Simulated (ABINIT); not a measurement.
## Beyond one shot: SiC (Moissanite)

How far does self-consistency move the gap of SiC (Moissanite)?

Calculated with ABINIT 10.8.3; LDA and many-body steps on it, plane waves.

**What was measured.**

- Gap 3.33 eV: band gap at cryogenic temperature; bulk crystal (literature value) (quoted in “Silicon carbide diodes for neutron detection”, 2020, arxiv:2009.14696).

This is a report of a sequence of runs, with most program output left out.

### 1. Set-up

The structure is hexagonal, space group P6_3mc (No. 186). Conventional cell: a = 3.076 Å, b = 3.076 Å, c = 5.048 Å, α = 90.00°, β = 90.00°, γ = 120.00°. Nearest to Si lie 4 C at 1.87 to 1.94 Å. C has 4 Si at 1.87 to 1.94 Å nearest. Farther neighbours are not listed.

Structure file:

```cif
data_structure
_symmetry_space_group_name_H-M 'P6_3mc'
_symmetry_Int_Tables_number 186
_cell_length_a 3.0760
_cell_length_b 3.0760
_cell_length_c 5.0480
_cell_angle_alpha 90.000
_cell_angle_beta 90.000
_cell_angle_gamma 120.000
_cell_volume 41.36
loop_
_atom_site_label
_atom_site_type_symbol
_atom_site_symmetry_multiplicity
_atom_site_Wyckoff_symbol
_atom_site_fract_x
_atom_site_fract_y
_atom_site_fract_z
_atom_site_occupancy
Si1 Si 2 b 0.33333 0.66667 0.00000 1
C1 C 2 b 0.33333 0.66667 0.38500 1
```

The cell and positions come from the Crystallography Open Database and are kept as given unless a step says otherwise.

### 2. Empty states on the mesh, 3×3×2 mesh, 62 bands

This step: ABINIT 10.8.3; DFT, LDA, plane waves, norm-conserving pseudopotentials.

The sums over transitions need many empty states on a uniform mesh; this step solves for them.

run.abi reads:

```
acell 3*1.0 Angstrom
rprim 
  3.075999999976 0.000000000005 0.000000000000
  -1.537999999993 2.663894142018 0.000000000000
  0.000000000000 0.000000000000 5.048000000000
ntypat 2
znucl 14 6
natom 4
typat 1 1 2 2
xred 
  0.333333333333 0.666666666667 0.000000000000
  0.666666666667 0.333333333333 0.500000000000
  0.333333333333 0.666666666667 0.385000000000
  0.666666666667 0.333333333333 0.885000000000
pp_dirpath "pseudos"
pseudos "Si.upf, C.upf"
ecut 37
ngkpt 3 3 2
nshiftk 1
shiftk 0 0 0
kptopt 1
chksymbreak 0
iscf -2
irdden 1
istwfk *1
nband 62
nbdbuf 4
tolwfr 1e-09
nstep 60
prtvol 0
indata_prefix "in"
outdata_prefix "out"
tmpdata_prefix "tmp"
```

Started as:

```
$ OMP_NUM_THREADS=1 mpirun -n 4 abinit run.abi > log
```

Run time: 15 s. Hardware: 4 MPI ranks of Arm Neoverse N1, shared host; peak memory 0.26 GiB; 61 s of CPU time.

Numbers from this step:

```
gap                                                           : 2.222 eV
k of the valence top                                          : 0, 0, 0
k of the conduction bottom                                    : 0.3333, 0.3333, 0
least direct gap                                              : 4.311 eV
k points computed                                             : 6
lowest point of the top converged band, above the valence top : 51.0747 eV
```

On this mesh the gap is 2.222 eV.

The density comes from a self-consistent run that is not shown.

### 3. Screening, 3×3×2 mesh, 58 bands, screening to 130.6 eV

The RPA dielectric matrix is built and inverted for each q.

This step: RPA screening on LDA, plane waves, norm-conserving pseudopotentials.

run.abi, as its differences from that of step 2:

```diff
@@ -22,10 +22,11 @@
 chksymbreak 0
-iscf -2
-irdden 1
 istwfk *1
-nband 62
-nbdbuf 4
-tolwfr 1e-09
-nstep 60
-prtvol 0
+occopt 1
+irdwfk 1
+optdriver 3
+nband 58
+ecuteps 4.8
+inclvkb 2
+awtr 1
+symchi 1
 indata_prefix "in"
```

The job ended after 7 s (4 MPI ranks; peak memory 0.42 GiB).

Numbers from this step:

```yaml
eps_infinity_with_local_fields_on_this_mesh_along_the_program_s_q_direction: 8.796
the_same_without_local_fields: 9.626
plasma_frequency: 23.09 eV
plane_waves_in_the_screening_matrix: 135
```

Local fields lower ε∞ by 9 %. On a Γ-centred mesh this coarse the value itself is usually too large, while a short band sum pulls it down.

### 4. G0W0

The self-energy is evaluated for the states that the input lists, and the levels follow from it, in one-shot runs by the linearised quasiparticle equation.

This step: G0W0 on LDA, plane waves, norm-conserving pseudopotentials.

run.abi, as its differences from that of step 3:

```diff
@@ -25,8 +25,19 @@
 irdwfk 1
-optdriver 3
+optdriver 4
 nband 58
+gwcalctyp 0
+ecutsigx 37
+symsigma 1
+nkptgw 3
+kptgw 
+  0.0000000000 0.0000000000 0.0000000000
+  0.3333333333 0.3333333333 0.0000000000
+  0.3333333333 0.0000000000 0.0000000000
+bdgw 
+  6 10
+  7 10
+  7 10
 ecuteps 4.8
-inclvkb 2
-awtr 1
-symchi 1
+irdscr 1
+ppmodel 1
 indata_prefix "in"
```

Wall time 6.3 s (4 MPI ranks); peak memory 0.39 GiB; 25 s of CPU time.

Numbers from this step:

- G0W0 gap on the points computed: 2.809 eV
- starting gap on the mesh: 2.222 eV
- k of the valence top: 0, 0, 0
- k of the conduction bottom: 0.3333, 0.3333, 0
- Z at the valence top: 0.8
- Z at the conduction bottom: 0.829
- least direct G0W0 gap on the computed points: 5.234 eV

The gap on the mesh goes from 2.22 eV to 2.81 eV, a correction of +0.59 eV.

### 5. evGW0, cycle 1

This step: evGW0 on LDA, plane waves, norm-conserving pseudopotentials.

run.abi, as its differences from that of step 4:

```diff
@@ -27,14 +27,20 @@
 nband 58
-gwcalctyp 0
+gwcalctyp 10
 ecutsigx 37
 symsigma 1
-nkptgw 3
+nkptgw 6
 kptgw 
   0.0000000000 0.0000000000 0.0000000000
+  0.3333333333 0.0000000000 0.0000000000
   0.3333333333 0.3333333333 0.0000000000
-  0.3333333333 0.0000000000 0.0000000000
+  0.0000000000 0.0000000000 0.5000000000
+  0.3333333333 0.0000000000 0.5000000000
+  0.3333333333 0.3333333333 0.5000000000
 bdgw 
-  6 10
-  7 10
-  7 10
+  1 16
+  1 16
+  1 16
+  1 16
+  1 16
+  1 16
 ecuteps 4.8
```

Run time: 27 s. Hardware: 4 MPI ranks; peak memory 0.63 GiB; 1.8 min of CPU time.

Numbers from this step:

```
quasiparticle gap on the mesh                         : 2.927 eV
gap of the density functional on the mesh             : 2.222 eV
k of the valence top                                  : 0, 0, 0
k of the conduction bottom                            : 0.3333, 0.3333, 0
Z at the valence top                                  : 0.8
Z at the conduction bottom                            : 0.829
least direct quasiparticle gap on the computed points : 5.441 eV
```

Against G0W0 in ABINIT (3×3×2 mesh, 58 bands, screening to 130.6 eV, Godby-Needs plasmon pole), the gap moves by +0.118 eV. This first cycle still uses the starting levels; it takes the full correction, at all points of the mesh, and its linearised value is 2.809 eV.

### 6. evGW0, cycle 2

The corrected levels of the last cycle go back in.

run.abi, as its differences from that of step 5:

```diff
@@ -48,2 +48,3 @@
 ppmodel 1
+irdqps 1
 indata_prefix "in"
```

Wall time 27 s (4 MPI ranks); peak memory 0.64 GiB; 1.8 min of CPU time.

This step gave:

| Quantity | Value |
| --- | --- |
| quasiparticle gap on the mesh | 2.897 eV |
| gap of the density functional on the mesh | 2.222 eV |
| k of the valence top | 0, 0, 0 |
| k of the conduction bottom | 0.3333, 0.3333, 0 |
| least direct quasiparticle gap on the computed points | 5.363 eV |

Against the cycle before, the gap moves by −0.030 eV.

### 7. evGW0, cycle 3

run.abi is that of step 6.

The job ended after 28 s (4 MPI ranks; peak memory 0.64 GiB; 1.8 min of CPU time).

Numbers from this step:

```
quasiparticle gap on the mesh                         : 2.895 eV
gap of the density functional on the mesh             : 2.222 eV
k of the valence top                                  : 0, 0, 0
k of the conduction bottom                            : 0.3333, 0.3333, 0
least direct quasiparticle gap on the computed points : 5.365 eV
```

Against the cycle before, the gap moves by −0.002 eV.

### 8. Screening, 3×3×2 mesh, 58 bands, screening to 130.6 eV

This step: RPA screening on LDA, plane waves, norm-conserving pseudopotentials.

run.abi reads:

```
acell 3*1.0 Angstrom
rprim 
  3.075999999976 0.000000000005 0.000000000000
  -1.537999999993 2.663894142018 0.000000000000
  0.000000000000 0.000000000000 5.048000000000
ntypat 2
znucl 14 6
natom 4
typat 1 1 2 2
xred 
  0.333333333333 0.666666666667 0.000000000000
  0.666666666667 0.333333333333 0.500000000000
  0.333333333333 0.666666666667 0.385000000000
  0.666666666667 0.333333333333 0.885000000000
pp_dirpath "pseudos"
pseudos "Si.upf, C.upf"
ecut 37
ngkpt 3 3 2
nshiftk 1
shiftk 0 0 0
kptopt 1
chksymbreak 0
istwfk *1
occopt 1
irdwfk 1
optdriver 3
nband 58
ecuteps 4.8
inclvkb 2
awtr 1
symchi 1
gwcalctyp 10
mbpt_sciss 1.092 eV
nqptdm 1
qptdm 
  0 0 0
indata_prefix "in"
outdata_prefix "out"
tmpdata_prefix "tmp"
```

Run time: 4.8 s. Hardware: 4 MPI ranks; peak memory 0.35 GiB; 19 s of CPU time.

This step gave:

- ε∞ with local fields, on this mesh, along the program's q direction: 7.797
- the same without local fields: 8.457
- plasma frequency: 23.09 eV
- plane waves in the screening matrix: 135

This screening uses the functional's bands under a rigid shift, the mean opening of the cycle before.

### 9. Screening, 3×3×2 mesh, 58 bands, screening to 130.6 eV

This step: RPA screening on LDA from quasiparticle energies, plane waves, norm-conserving pseudopotentials.

run.abi, as its differences from that of step 8:

```diff
@@ -31,7 +31,11 @@
 symchi 1
+irdqps 1
 gwcalctyp 10
-mbpt_sciss 1.092 eV
-nqptdm 1
+nqptdm 5
 qptdm 
-  0 0 0
+  0.3333333333 0.0000000000 0.0000000000
+  0.3333333333 0.3333333333 0.0000000000
+  0.0000000000 0.0000000000 0.5000000000
+  0.3333333333 0.0000000000 0.5000000000
+  0.3333333333 0.3333333333 0.5000000000
 indata_prefix "in"
```

mrgscr.stdin reads:

```
2
merged
q0_SCR
out_SCR
1
```

Started as:

```
$ OMP_NUM_THREADS=1 mpirun -n 4 abinit run.abi > log; mrgscr < mrgscr.stdin
```

Wall time 5.4 s (4 MPI ranks); peak memory 0.32 GiB.

This step gave:

```yaml
plasma_frequency: 23.09 eV
plane_waves_in_the_screening_matrix: 135
```

This screening reads the quasiparticle levels of the cycle before.

### 10. evGW, cycle 1

This step: evGW on LDA, plane waves, norm-conserving pseudopotentials.

run.abi, as its differences from that of step 9:

```diff
@@ -25,12 +25,10 @@
 irdwfk 1
-optdriver 3
+optdriver 4
 nband 58
-ecuteps 4.8
-inclvkb 2
-awtr 1
-symchi 1
-irdqps 1
 gwcalctyp 10
-nqptdm 5
-qptdm 
+ecutsigx 37
+symsigma 1
+nkptgw 6
+kptgw 
+  0.0000000000 0.0000000000 0.0000000000
   0.3333333333 0.0000000000 0.0000000000
@@ -40,2 +38,13 @@
   0.3333333333 0.3333333333 0.5000000000
+bdgw 
+  1 16
+  1 16
+  1 16
+  1 16
+  1 16
+  1 16
+ecuteps 4.8
+irdscr 1
+ppmodel 1
+irdqps 1
 indata_prefix "in"
```

Started as:

```
$ OMP_NUM_THREADS=1 mpirun -n 4 abinit run.abi > log
```

Run time: 27 s. Hardware: 4 MPI ranks; peak memory 0.63 GiB.

This step gave:

```yaml
quasiparticle_gap_on_the_mesh: 3.043 eV
gap_of_the_density_functional_on_the_mesh: 2.222 eV
k_of_the_valence_top: 0, 0, 0
k_of_the_conduction_bottom: 0.3333, 0.3333, 0
least_direct_quasiparticle_gap_on_the_computed_points: 5.543 eV
```

Against G0W0 in ABINIT (3×3×2 mesh, 58 bands, screening to 130.6 eV, Godby-Needs plasmon pole), the gap moves by +0.234 eV.

### 11. Screening, 3×3×2 mesh, 58 bands, screening to 130.6 eV

This step: RPA screening on LDA, plane waves, norm-conserving pseudopotentials.

run.abi reads:

```
acell 3*1.0 Angstrom
rprim 
  3.075999999976 0.000000000005 0.000000000000
  -1.537999999993 2.663894142018 0.000000000000
  0.000000000000 0.000000000000 5.048000000000
ntypat 2
znucl 14 6
natom 4
typat 1 1 2 2
xred 
  0.333333333333 0.666666666667 0.000000000000
  0.666666666667 0.333333333333 0.500000000000
  0.333333333333 0.666666666667 0.385000000000
  0.666666666667 0.333333333333 0.885000000000
pp_dirpath "pseudos"
pseudos "Si.upf, C.upf"
ecut 37
ngkpt 3 3 2
nshiftk 1
shiftk 0 0 0
kptopt 1
chksymbreak 0
istwfk *1
occopt 1
irdwfk 1
optdriver 3
nband 58
ecuteps 4.8
inclvkb 2
awtr 1
symchi 1
gwcalctyp 10
mbpt_sciss 1.278 eV
nqptdm 1
qptdm 
  0 0 0
indata_prefix "in"
outdata_prefix "out"
tmpdata_prefix "tmp"
```

It took 4.9 s on 4 MPI ranks; peak memory 0.36 GiB.

This step gave:

```yaml
eps_infinity_with_local_fields_on_this_mesh_along_the_program_s_q_direction: 7.653
the_same_without_local_fields: 8.289
plasma_frequency: 23.09 eV
plane_waves_in_the_screening_matrix: 135
```

This screening uses the functional's bands under a rigid shift, the mean opening of the cycle before.

### 12. Screening, 3×3×2 mesh, 58 bands, screening to 130.6 eV

This step: RPA screening on LDA from quasiparticle energies, plane waves, norm-conserving pseudopotentials.

run.abi, as its differences from that of step 11:

```diff
@@ -31,7 +31,11 @@
 symchi 1
+irdqps 1
 gwcalctyp 10
-mbpt_sciss 1.278 eV
-nqptdm 1
+nqptdm 5
 qptdm 
-  0 0 0
+  0.3333333333 0.0000000000 0.0000000000
+  0.3333333333 0.3333333333 0.0000000000
+  0.0000000000 0.0000000000 0.5000000000
+  0.3333333333 0.0000000000 0.5000000000
+  0.3333333333 0.3333333333 0.5000000000
 indata_prefix "in"
```

mrgscr.stdin is that of step 9.

Started as:

```
$ OMP_NUM_THREADS=1 mpirun -n 4 abinit run.abi > log; mrgscr < mrgscr.stdin
```

It took 5.4 s on 4 MPI ranks; peak memory 0.32 GiB.

Numbers from this step:

```
plasma frequency                    : 23.09 eV
plane waves in the screening matrix : 135
```

This screening reads the quasiparticle levels of the cycle before.

### 13. evGW, cycle 2

This step: evGW on LDA, plane waves, norm-conserving pseudopotentials.

run.abi, as its differences from that of step 12:

```diff
@@ -25,12 +25,10 @@
 irdwfk 1
-optdriver 3
+optdriver 4
 nband 58
-ecuteps 4.8
-inclvkb 2
-awtr 1
-symchi 1
-irdqps 1
 gwcalctyp 10
-nqptdm 5
-qptdm 
+ecutsigx 37
+symsigma 1
+nkptgw 6
+kptgw 
+  0.0000000000 0.0000000000 0.0000000000
   0.3333333333 0.0000000000 0.0000000000
@@ -40,2 +38,13 @@
   0.3333333333 0.3333333333 0.5000000000
+bdgw 
+  1 16
+  1 16
+  1 16
+  1 16
+  1 16
+  1 16
+ecuteps 4.8
+irdscr 1
+ppmodel 1
+irdqps 1
 indata_prefix "in"
```

Started as:

```
$ OMP_NUM_THREADS=1 mpirun -n 4 abinit run.abi > log
```

Elapsed: 27 s, on 4 MPI ranks; peak memory 0.63 GiB; 1.8 min of CPU time.

Numbers from this step:

* quasiparticle gap on the mesh: 3.059 eV
* gap of the density functional on the mesh: 2.222 eV
* k of the valence top: 0, 0, 0
* k of the conduction bottom: 0.3333, 0.3333, 0
* least direct quasiparticle gap on the computed points: 5.562 eV

Against the cycle before, the gap moves by +0.016 eV.

### 14. Screening, 3×3×2 mesh, 58 bands, screening to 130.6 eV

This step: RPA screening on LDA, plane waves, norm-conserving pseudopotentials.

run.abi reads:

```
acell 3*1.0 Angstrom
rprim 
  3.075999999976 0.000000000005 0.000000000000
  -1.537999999993 2.663894142018 0.000000000000
  0.000000000000 0.000000000000 5.048000000000
ntypat 2
znucl 14 6
natom 4
typat 1 1 2 2
xred 
  0.333333333333 0.666666666667 0.000000000000
  0.666666666667 0.333333333333 0.500000000000
  0.333333333333 0.666666666667 0.385000000000
  0.666666666667 0.333333333333 0.885000000000
pp_dirpath "pseudos"
pseudos "Si.upf, C.upf"
ecut 37
ngkpt 3 3 2
nshiftk 1
shiftk 0 0 0
kptopt 1
chksymbreak 0
istwfk *1
occopt 1
irdwfk 1
optdriver 3
nband 58
ecuteps 4.8
inclvkb 2
awtr 1
symchi 1
gwcalctyp 10
mbpt_sciss 1.298 eV
nqptdm 1
qptdm 
  0 0 0
indata_prefix "in"
outdata_prefix "out"
tmpdata_prefix "tmp"
```

The job ended after 4.9 s (4 MPI ranks; peak memory 0.35 GiB).

Numbers from this step:

```yaml
eps_infinity_with_local_fields_on_this_mesh_along_the_program_s_q_direction: 7.638
the_same_without_local_fields: 8.272
plasma_frequency: 23.09 eV
plane_waves_in_the_screening_matrix: 135
```

This screening uses the functional's bands under a rigid shift, the mean opening of the cycle before.

### 15. Screening, 3×3×2 mesh, 58 bands, screening to 130.6 eV

This step: RPA screening on LDA from quasiparticle energies, plane waves, norm-conserving pseudopotentials.

run.abi, as its differences from that of step 14:

```diff
@@ -31,7 +31,11 @@
 symchi 1
+irdqps 1
 gwcalctyp 10
-mbpt_sciss 1.298 eV
-nqptdm 1
+nqptdm 5
 qptdm 
-  0 0 0
+  0.3333333333 0.0000000000 0.0000000000
+  0.3333333333 0.3333333333 0.0000000000
+  0.0000000000 0.0000000000 0.5000000000
+  0.3333333333 0.0000000000 0.5000000000
+  0.3333333333 0.3333333333 0.5000000000
 indata_prefix "in"
```

mrgscr.stdin is that of step 12.

Started as:

```
$ OMP_NUM_THREADS=1 mpirun -n 4 abinit run.abi > log; mrgscr < mrgscr.stdin
```

Wall time 5.3 s (4 MPI ranks); peak memory 0.32 GiB; 21 s of CPU time.

This step gave:

```
plasma frequency                    : 23.09 eV
plane waves in the screening matrix : 135
```

This screening reads the quasiparticle levels of the cycle before.

### 16. evGW, cycle 3

This step: evGW on LDA, plane waves, norm-conserving pseudopotentials.

run.abi, as its differences from that of step 15:

```diff
@@ -25,12 +25,10 @@
 irdwfk 1
-optdriver 3
+optdriver 4
 nband 58
-ecuteps 4.8
-inclvkb 2
-awtr 1
-symchi 1
-irdqps 1
 gwcalctyp 10
-nqptdm 5
-qptdm 
+ecutsigx 37
+symsigma 1
+nkptgw 6
+kptgw 
+  0.0000000000 0.0000000000 0.0000000000
   0.3333333333 0.0000000000 0.0000000000
@@ -40,2 +38,13 @@
   0.3333333333 0.3333333333 0.5000000000
+bdgw 
+  1 16
+  1 16
+  1 16
+  1 16
+  1 16
+  1 16
+ecuteps 4.8
+irdscr 1
+ppmodel 1
+irdqps 1
 indata_prefix "in"
```

Started as:

```
$ OMP_NUM_THREADS=1 mpirun -n 4 abinit run.abi > log
```

Wall time 27 s (4 MPI ranks); peak memory 0.63 GiB.

Numbers from this step:

- quasiparticle gap on the mesh: 3.061 eV
- gap of the density functional on the mesh: 2.222 eV
- k of the valence top: 0, 0, 0
- k of the conduction bottom: 0.3333, 0.3333, 0
- least direct quasiparticle gap on the computed points: 5.564 eV

Against the cycle before, the gap moves by +0.002 eV.

### 17. The runs together

Times are wall times on 4 MPI ranks of Arm Neoverse N1, shared host, good to a factor of about two. A run's time includes the screening step that it read.

| run | mesh | bands | screening cutoff (eV) | DFT gap (eV) | gap on the mesh (eV) | direct (eV) | ε∞ used | time |
| --- | --- | --- | --- | --- | --- | --- | --- | --- |
| G0W0 | 3×3×2 | 58 | 130.6 | 2.222 | 2.809 | 5.234 | 8.80 | 13 s |
| evGW0, cycle 1 | 3×3×2 | 58 | 130.6 | 2.222 | 2.927 | 5.441 | 8.80 | 34 s |
| evGW0, cycle 2 | 3×3×2 | 58 | 130.6 | 2.222 | 2.897 | 5.363 | 8.80 | 34 s |
| evGW0, cycle 3 | 3×3×2 | 58 | 130.6 | 2.222 | 2.895 | 5.365 | 8.80 | 35 s |
| evGW, cycle 1 | 3×3×2 | 58 | 130.6 | 2.222 | 3.043 | 5.543 | 7.80 | 37 s |
| evGW, cycle 2 | 3×3×2 | 58 | 130.6 | 2.222 | 3.059 | 5.562 | 7.65 | 37 s |
| evGW, cycle 3 | 3×3×2 | 58 | 130.6 | 2.222 | 3.061 | 5.564 | 7.64 | 37 s |

### 18. What came out

- G0W0: 2.809 eV
- evGW0, cycle 1: 2.927 eV
- evGW0, cycle 2: 2.897 eV
- evGW0, cycle 3: 2.895 eV
- evGW, cycle 1: 3.043 eV
- evGW, cycle 2: 3.059 eV
- evGW, cycle 3: 3.061 eV
- known limits: not at the basis limit; coarse k mesh

In words: Only the bands that the input lists are updated; the others, empty or deep, keep the functional's energies or take a rigid shift. The evGW loop starts from the last levels of evGW0, so its cycles and time come on top of those. evGW0 ends at 2.90 eV, +0.09 eV from G0W0, after 3 cycles that took 82 s beside the first screening; the last moved the gap by 0.002 eV. evGW ends at 3.06 eV, +0.25 eV from G0W0, after 3 cycles that took 1.9 min beside the first screening; the last moved the gap by 0.002 eV. The first cycle of evGW0 takes the full correction, without the factor Z, so it overshoots the one-shot value. Against experiment, by evGW, cycle 3: the gap of 3.06 eV lies −0.27 eV from the measured 3.33 eV (kind not stated, quoted 2020). These are gaps on the mesh, at modest bands and cutoff. The calculation has static nuclei and no excitons; a measured gap holds zero-point and thermal motion, which mostly lowers it. Bands and cutoff are finite, so the gap is not at the basis limit. The miss can reach some tenths of an eV and take either sign; the mesh is an error of its own. The 3×3×2 mesh is coarse for this cell, which bears on the long-range parts of exchange and screening. In the updated screening the q = 0 part is built from Kohn-Sham bands under a rigid shift, the other q from the quasiparticle levels.

[Paths, hosts, dates, memory and timing lines, banners, echoed tables and standing remarks are left out of the program output.]

[Logs are printed without paths, hosts, clocks, repeated set-up lines and the standing remarks that a program may print on its own settings, such as how far it seeks lower states.]

[Runs of the session that timed out or met a known fault of the program may be left out.]

[Hosts, paths, dates, database ids (printed as entryN), source tags and the programs' standing remarks are cut or masked in the printed files.]

[G0W0 gaps are taken among the corrected bands and points alone; a level outside them can change the order at an edge.]

[Where Ansatz stands beside ABINIT at settings called matched, ABINIT's density can come from a denser mesh and the files from another edition; pairs whose starting gaps differed by over 0.03 eV were left out, so agreement reads better than it is.]
